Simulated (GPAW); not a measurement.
## Whose spectrum is this?

Method: GPAW, PBE, RPA, without spin-orbit coupling, line width 0.2 eV (Lorentzian); metals get a typed carrier damping. The response is along the first axis of the cell.

(E (eV), Im ε): (0.00, 0.00), (0.25, 0.00), (0.50, 0.01), (0.75, 0.01), (1.00, 0.02), (1.25, 0.02), (1.50, 0.03), (1.75, 0.03), (2.00, 0.04), (2.25, 0.04), (2.50, 0.05), (2.75, 0.06), (3.00, 0.07), (3.25, 0.08), (3.50, 0.09), (3.75, 0.10), (4.00, 0.12), (4.25, 0.14), (4.50, 0.16), (4.75, 0.20), (5.00, 0.25), (5.25, 0.35), (5.50, 0.60), (5.75, 1.18), (6.00, 1.59), (6.25, 2.17), (6.50, 2.41), (6.75, 2.52), (7.00, 3.00), (7.25, 3.02), (7.50, 3.31), (7.75, 3.63), (8.00, 3.69), (8.25, 4.12), (8.50, 4.33), (8.75, 4.72), (9.00, 4.89), (9.25, 5.62), (9.50, 6.08), (9.75, 6.49), (10.00, 7.19), (10.25, 9.12), (10.50, 10.11), (10.75, 13.32), (11.00, 18.08), (11.25, 19.87), (11.50, 19.60), (11.75, 12.97), (12.00, 9.92), (12.25, 9.46), (12.50, 10.46), (12.75, 10.05)

All candidates were run at this level. Which one is shown?
A. C (Fd-3m)
B. SiC (F-43m)
C. ZnS (P6_3mc)

A. C (Fd-3m): ε∞ = 5.78 along the first axis, strongest peak along the first axis at 11.40 eV. The others: SiC (F-43m), ε∞ = 6.72 along the first axis, strongest peak along the first axis at 6.82 eV; ZnS (P6_3mc), ε∞ = 5.50 along the first axis, strongest peak along the first axis at 5.81 eV.
